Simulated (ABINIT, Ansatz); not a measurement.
# KSbS3 (Pm-3m): zone-centre phonons, part 2 of 5

Wanted: the vibrations of KSbS3 (Pm-3m) at Γ, by two programs.

ABINIT 10.8.3; DFT PBEsol, scalar-relativistic, plane waves, PseudoDojo norm-conserving pseudopotentials.

So far. Step 2 (Relaxing the cell and atoms): The volume changes by +1.9 % from the cell with which this run began. Step 3 (Ground state): The cell stands at -0.34 GPa: the relaxation ran with a smoothed and higher cutoff, and the difference is a stress of the finite basis. The relaxed cell has a = 5.090 Å (conventional setting).

The structure was built from a prototype and need not be the compound's stable phase.

**4. Zone-centre response**

At q = 0 one unit cell holds all displacements. The response is solved for single atoms along the cell's directions, and symmetry skips those that follow from others. The crystal is treated as a metal, which screens a static field, so no field response is asked.

Contents of dfpt_gamma.abi:

```

# common to the responses
getwfk_filepath "gso_WFK"
kptopt 2
nqpt 1
qpt 0.0 0.0 0.0
asr 0
chneut 0

# displacements
rfphon 1
rfatpol 1 5
rfdir 1 1 1
tolvrs 1.0d-10
prtwf 0

# basis, mesh and filling
ecut 36.0
ngkpt 6 6 6
nshiftk 1
shiftk 0.0 0.0 0.0
istwfk *1
occopt 3
tsmear 0.01
nband 30
nstep 100
diemac 1000000.0
prtebands 0
prtgsr 0
useylm 1

# cell and atoms
acell 9.619104508 9.619104508 9.619104508
rprim 
    1.0 0.0 0.0
    0.0 1.0 0.0
    0.0 0.0 1.0
ntypat 3
znucl 19 51 16
natom 5
typat 1 2 3 3 3
xred 
    0.0 0.0 0.0
    0.5 0.5 0.5
    0.5 0.5 0.0
    0.5 0.0 0.5
    0.0 0.5 0.5
pp_dirpath "./pseudo"
pseudos "K.upf, Sb.upf, S.upf"
```

Run with:

```console
> OMP_NUM_THREADS=1 mpirun -n 4 abinit dfpt_gamma.abi > dfpt_gamma.log
```

Numbers of over 12 decimals in the logs are rounded to 6 here.

dfpt_gamma.abo, the main output file:

```text
[banners, grids, parts of the stress and lines that vanish by symmetry left out]
- input  file    -> dfpt_gamma.abi
- output file    -> dfpt_gamma.abo
- root for input  files -> dfpt_gammai
- root for output files -> dfpt_gammao

 Symmetries : space group Pm -3 m (#221); Bravais cP (primitive cubic)
================================================================================
 Values of the parameters that define the memory need of the present run (RF).
     intxc =       0      iscf =       7    lmnmax =      18     lnmax =       6
     mgfft =      54  mpssoang =       3    mqgrid =    3001     natom =       5
  nloc_mem =       1    nspden =       1   nspinor =       1    nsppol =       1
      nsym =      48    n1xccc =    2501    ntypat =       3    occopt =       3
   xclevel =       2
-    mband =          30        mffmem =           1         mkmem =          28
-   mkqmem =          28        mk1mem =          28           mpw =        9220
      nfft =      157464          nkpt =         112
- my_mband =          30
================================================================================
================================================================================

--------------------------------------------------------------------------------
------------- Echo of variables that govern the present computation ------------
--------------------------------------------------------------------------------
-
- outvars: echo of selected default values
-   iomode0 =  0 , fftalg0 =312 , wfoptalg0 =  0
-
- outvars: echo of global parameters not present in the input file
-  max_nthreads =    1
-
 -outvars: echo values of preprocessed input variables
 [... echo left out ...]
================================================================================

 chkinp: Checking input parameters for consistency.

[...]
== DATASET  1 ==================================================================
-   mpi_nproc: 4, omp_nthreads: 1 (-1 if OMP is not activated)

--- !DatasetInfo
iteration_state: {dtset: 1, }
dimensions: {natom: 5, nkpt: 112, mband: 30, nsppol: 1, nspinor: 1, nspden: 1, mpw: 9220, }
cutoff_energies: {ecut:  36.0, pawecutdg:  -1.0, }
electrons: {nelect:   4.20000000E+01, charge:   0.00000000E+00, occopt:   3.00000000E+00, tsmear:   1.00000000E-02, }
meta: {optdriver: 1, rfphon: 1, }
...

 mkfilename: getwfk from: gso_WFK

 Real(R)+Recip(G) space primitive vectors, cartesian coordinates (Bohr,Bohr^-1):
 R(1)=  9.6191045  0.0000000  0.0000000  G(1)=  0.1039598  0.0000000  0.0000000
 R(2)=  0.0000000  9.6191045  0.0000000  G(2)=  0.0000000  0.1039598  0.0000000
 R(3)=  0.0000000  0.0000000  9.6191045  G(3)=  0.0000000  0.0000000  0.1039598
 Unit cell volume ucvol=  8.9002853E+02 bohr^3
 Angles (23,13,12)=  9.00000000E+01  9.00000000E+01  9.00000000E+01 degrees
 setup1 : take into account q-point for computing boxcut.

 getcut: wavevector=  0.0000  0.0000  0.0000  ngfft=  54  54  54
         ecut(hartree)=     36.000   => boxcut(ratio)=   2.07847

--- Pseudopotential description ------------------------------------------------
- pspini: atom type   1  psp file is ./pseudo/K.upf

- pspini: atom type   2  psp file is ./pseudo/Sb.upf

- pspini: atom type   3  psp file is ./pseudo/S.upf

   2.55514039E+03                                ecore*ucvol(ha*bohr**3)
--------------------------------------------------------------------------------

 ==>  initialize data related to q vector <==

 The list of irreducible perturbations for this q vector is:
    1)    idir= 1    ipert=   1
    2)    idir= 1    ipert=   2
    3)    idir= 1    ipert=   3
    4)    idir= 3    ipert=   3

[...]
The perturbation idir=   2  ipert=   1 is
 symmetric of a previously calculated perturbation.
 So, its SCF calculation is not needed.

 The perturbation idir=   3  ipert=   1 is
 symmetric of a previously calculated perturbation.
 So, its SCF calculation is not needed.

 The perturbation idir=   2  ipert=   2 is
 symmetric of a previously calculated perturbation.
 So, its SCF calculation is not needed.

 The perturbation idir=   3  ipert=   2 is
 symmetric of a previously calculated perturbation.
 So, its SCF calculation is not needed.

[...]
The perturbation idir=   2  ipert=   5 is
 symmetric of a previously calculated perturbation.
 So, its SCF calculation is not needed.

 The perturbation idir=   3  ipert=   5 is
 symmetric of a previously calculated perturbation.
 So, its SCF calculation is not needed.

--------------------------------------------------------------------------------
 Perturbation wavevector (in red.coord.)   0.000000  0.000000  0.000000
 Perturbation : displacement of atom   1   along direction   1
 Found     8 symmetries that leave the perturbation invariant.

[...]
dfpt_looppert : total number of electrons, from k and k+q
  fully or partially occupied states are    4.200000E+01 and    4.200000E+01.
 Initialisation of the first-order wave-functions :
  ireadwf=   0

--- !BeginCycle
iteration_state: {dtset: 1, }
solver: {iscf: 7, nstep: 100, nline: 4, wfoptalg: 0, }
tolerances: {tolvrs: 1.00E-10, }
...

     iter   2DEtotal(Ha)        deltaE(Ha) residm    vres2
-ETOT  1   6.724609     -3.052E+03 1.486E+01 8.779E+02
 ETOT  2   1.122613     -5.602E+00 5.915E-01 1.295E+03
 ETOT  3  0.598359     -5.243E-01 3.585E-01 3.115E+02
 ETOT  4  0.479536     -1.188E-01 3.131E-02 2.152E+01
 ETOT  5  0.467230     -1.231E-02 3.992E-02 4.232E+00
[...]
At SCF step   14       vres2   =  6.42E-12 < tolvrs=  1.00E-10 =>converged.
[...]
Mean square residual over all n,k,spin=   20.516E-09; max=  96.405E-07

 Thirteen components of 2nd-order total energy (hartree) are
 1,2,3: 0th-order hamiltonian combined with 1st-order wavefunctions
     kin0=   2.86624855E+03 eigvalue=   3.42208237E+02  local=  -2.63336111E+03
 4,5,6: 1st-order hamiltonian combined with 1st and 0th-order wfs
 loc psp =  -2.80682719E+03  Hartree=   8.56300502E+02     xc=  -2.06128375E+02
 note that "loc psp" includes a xc core correction that could be resolved
 7,8,9: eventually, occupation + non-local contributions
    edocc=   1.05710714E+02     enl0=   1.72733432E+03   enl1=  -3.30979848E+03
 1-9 gives the relaxation energy (to be shifted if some occ is /=2.0)
   erelax=  -3.05831284E+03
 10,11,12 Non-relaxation  contributions : frozen-wavefunctions and Ewald
 fr.local=   1.31128906E+03 fr.nonlo=   1.65610153E+03  Ewald=   1.29333317E+02
 13,14 Frozen wf xc core corrections (1) and (2)
 frxc 1  =  -2.32238893E+02  frxc 2 =   1.94294247E+02
 Resulting in :
 2DEtotal=    0.4664166541E+00 Ha. Also 2DEtotal=    0.126918437267E+02 eV
    (2DErelax=   -3.0583128394E+03 Ha. 2DEnonrelax=    3.0587792561E+03 Ha)
    (  non-var. 2DEtotal :    4.6641722632E-01 Ha)

[...]
Perturbation wavevector (in red.coord.)   0.000000  0.000000  0.000000
 Perturbation : displacement of atom   2   along direction   1
 Found     8 symmetries that leave the perturbation invariant.

[...]
dfpt_looppert : total number of electrons, from k and k+q
  fully or partially occupied states are    4.200000E+01 and    4.200000E+01.
 Initialisation of the first-order wave-functions :
  ireadwf=   0

--- !BeginCycle
iteration_state: {dtset: 1, }
solver: {iscf: 7, nstep: 100, nline: 4, wfoptalg: 0, }
tolerances: {tolvrs: 1.00E-10, }
...

     iter   2DEtotal(Ha)        deltaE(Ha) residm    vres2
-ETOT  1   8.913653     -3.676E+04 6.955E+01 6.772E+02
[...]
At SCF step   13       vres2   =  4.13E-11 < tolvrs=  1.00E-10 =>converged.
[...]
Mean square residual over all n,k,spin=   51.720E-09; max=  47.744E-06

 Thirteen components of 2nd-order total energy (hartree) are
 1,2,3: 0th-order hamiltonian combined with 1st-order wavefunctions
     kin0=   4.97906804E+04 eigvalue=   6.07923132E+03  local=  -3.09313187E+04
 4,5,6: 1st-order hamiltonian combined with 1st and 0th-order wfs
 loc psp =  -1.15507696E+04  Hartree=   3.31787448E+03     xc=  -5.54420760E+02
 note that "loc psp" includes a xc core correction that could be resolved
 7,8,9: eventually, occupation + non-local contributions
    edocc=   3.80961205E+01     enl0=   9.02743745E+03   enl1=  -6.19843910E+04
 1-9 gives the relaxation energy (to be shifted if some occ is /=2.0)
   erelax=  -3.67675803E+04
 10,11,12 Non-relaxation  contributions : frozen-wavefunctions and Ewald
 fr.local=   5.36800949E+03 fr.nonlo=   3.09726976E+04  Ewald=   1.76363614E+02
 13,14 Frozen wf xc core corrections (1) and (2)
 frxc 1  =  -9.74759474E+02  frxc 2 =   1.22616975E+03
 Resulting in :
 2DEtotal=    0.9006008652E+00 Ha. Also 2DEtotal=    0.245065979958E+02 eV
    (2DErelax=   -3.6767580329E+04 Ha. 2DEnonrelax=    3.6768480930E+04 Ha)
    (  non-var. 2DEtotal :    9.0059894467E-01 Ha)

[...]
Perturbation wavevector (in red.coord.)   0.000000  0.000000  0.000000
 Perturbation : displacement of atom   3   along direction   1
 Found     4 symmetries that leave the perturbation invariant.

[...]
dfpt_looppert : total number of electrons, from k and k+q
  fully or partially occupied states are    4.200000E+01 and    4.200000E+01.
 Initialisation of the first-order wave-functions :
  ireadwf=   0

--- !BeginCycle
iteration_state: {dtset: 1, }
solver: {iscf: 7, nstep: 100, nline: 4, wfoptalg: 0, }
tolerances: {tolvrs: 1.00E-10, }
...

     iter   2DEtotal(Ha)        deltaE(Ha) residm    vres2
-ETOT  1  0.750574     -6.733E+02 4.385E+00 1.030E+03
[...]
At SCF step   14       vres2   =  7.16E-11 < tolvrs=  1.00E-10 =>converged.
[...]
Mean square residual over all n,k,spin=   19.463E-09; max=  11.938E-06

 Thirteen components of 2nd-order total energy (hartree) are
 1,2,3: 0th-order hamiltonian combined with 1st-order wavefunctions
     kin0=   6.02824061E+02 eigvalue=  -1.04328170E+00  local=  -4.37513775E+02
 4,5,6: 1st-order hamiltonian combined with 1st and 0th-order wfs
 loc psp =  -4.88609204E+02  Hartree=   1.85877514E+02     xc=  -5.27297017E+01
 note that "loc psp" includes a xc core correction that could be resolved
 7,8,9: eventually, occupation + non-local contributions
    edocc=   2.80670578E+01     enl0=   3.48915480E+02   enl1=  -8.60185502E+02
 1-9 gives the relaxation energy (to be shifted if some occ is /=2.0)
   erelax=  -6.74397352E+02
 10,11,12 Non-relaxation  contributions : frozen-wavefunctions and Ewald
 fr.local=   2.91720565E+02 fr.nonlo=   4.37495829E+02  Ewald=  -3.85590540E+01
 13,14 Frozen wf xc core corrections (1) and (2)
 frxc 1  =  -7.91284322E+01  frxc 2 =   6.25631623E+01
 Resulting in :
 2DEtotal=   -0.3052827967E+00 Ha. Also 2DEtotal=   -0.830716809412E+01 eV
    (2DErelax=   -6.7439735236E+02 Ha. 2DEnonrelax=    6.7409206956E+02 Ha)
    (  non-var. 2DEtotal :   -3.0528353612E-01 Ha)

[...]
Perturbation wavevector (in red.coord.)   0.000000  0.000000  0.000000
 Perturbation : displacement of atom   3   along direction   3
 Found     8 symmetries that leave the perturbation invariant.

--------------------------------------------------------------------------------

--------------------------------------------------------------------------------

 dfpt_looppert : total number of electrons, from k and k+q
  fully or partially occupied states are    4.200000E+01 and    4.200000E+01.
 Initialisation of the first-order wave-functions :
  ireadwf=   0

--- !BeginCycle
iteration_state: {dtset: 1, }
solver: {iscf: 7, nstep: 100, nline: 4, wfoptalg: 0, }
tolerances: {tolvrs: 1.00E-10, }
...

     iter   2DEtotal(Ha)        deltaE(Ha) residm    vres2
-ETOT  1   6.806098     -6.493E+02 7.054E+00 9.133E+03
[...]
ETOT 13   3.946364     -1.046E-11 2.447E-05 1.319E-10
 ETOT 14   3.946364     -4.775E-12 7.465E-06 1.054E-11

 At SCF step   14       vres2   =  1.05E-11 < tolvrs=  1.00E-10 =>converged.
[...]
Mean square residual over all n,k,spin=   14.627E-09; max=  74.646E-07

 Thirteen components of 2nd-order total energy (hartree) are
 1,2,3: 0th-order hamiltonian combined with 1st-order wavefunctions
     kin0=   5.74862016E+02 eigvalue=   6.93648908E+00  local=  -3.97909347E+02
 4,5,6: 1st-order hamiltonian combined with 1st and 0th-order wfs
 loc psp =  -5.41070898E+02  Hartree=   1.99561419E+02     xc=  -5.11104235E+01
 note that "loc psp" includes a xc core correction that could be resolved
 7,8,9: eventually, occupation + non-local contributions
    edocc=   4.17194065E+01     enl0=   2.78091113E+02   enl1=  -7.63230449E+02
 1-9 gives the relaxation energy (to be shifted if some occ is /=2.0)
   erelax=  -6.52150674E+02
 10,11,12 Non-relaxation  contributions : frozen-wavefunctions and Ewald
 fr.local=  -6.32944006E+01 fr.nonlo=   3.74519301E+02  Ewald=   3.59299890E+02
 13,14 Frozen wf xc core corrections (1) and (2)
 frxc 1  =  -7.98977783E+01  frxc 2 =   6.54700250E+01
 Resulting in :
 2DEtotal=    0.3946364043E+01 Ha. Also 2DEtotal=    0.107386036247E+03 eV
    (2DErelax=   -6.5215067350E+02 Ha. 2DEnonrelax=    6.5609703754E+02 Ha)
    (  non-var. 2DEtotal :    3.9463642446E+00 Ha)

[...]
---- first-order wavefunction calculations are completed ----

 ==> Compute Derivative Database <==

 [... matrices left out ...]
  Phonon wavevector (reduced coordinates) :  0.00000  0.00000  0.00000
 Phonon energies in Hartree :
  -3.688931E-04 -3.688931E-04 -3.688931E-04 -2.562259E-04 -2.562259E-04
  -2.562259E-04 -1.065100E-05 -1.065100E-05 -1.065100E-05  2.891984E-04
   2.891984E-04  2.891984E-04  9.217197E-04  9.217197E-04  9.217197E-04
 Phonon frequencies in cm-1    :
- -8.096267E+01 -8.096267E+01 -8.096267E+01 -5.623508E+01 -5.623508E+01
- -5.623508E+01 -2.337625E+00 -2.337625E+00 -2.337625E+00  6.347172E+01
-  6.347172E+01  6.347172E+01  2.022941E+02  2.022941E+02  2.022941E+02

== END DATASET(S) ==============================================================
================================================================================

 -outvars: echo values of variables after computation
            acell      9.6191045080E+00  9.6191045080E+00  9.6191045080E+00 Bohr
           etotal      3.9463640432E+00
            fcart      0.0000000000E+00  0.0000000000E+00  0.0000000000E+00
           strten      0.0000000000E+00  0.0000000000E+00  0.0000000000E+00
================================================================================
```

Wall time 10 min (4 MPI ranks of Arm Neoverse V2, shared host); 41 min of CPU time.

Read from the output:

| Property | Result |
| --- | --- |
| largest acoustic frequency at the zone centre before the sum rule | -2.34 cm⁻¹ |
| highest optical zone-centre mode (no LO-TO term) | 202.3 cm⁻¹ |
| lowest optical zone-centre mode | -80.96 cm⁻¹ |

The acoustic modes at Γ come out as far as 2.3 cm⁻¹ from zero, where they should vanish, a small numerical error. The lowest optical mode is imaginary, 81i cm⁻¹, an instability at this level and on this k mesh.

(Continued in part 3 of 5.)

[Host names and launcher messages were left out of these logs when they were recorded.]

[Logs are printed without paths, hosts, clocks, repeated set-up lines and the standing remarks that a program may print on its own settings, such as how far it seeks lower states.]

[Hosts, paths, dates, database ids (printed as entryN), source tags and the programs' standing remarks are cut or masked in the printed files.]
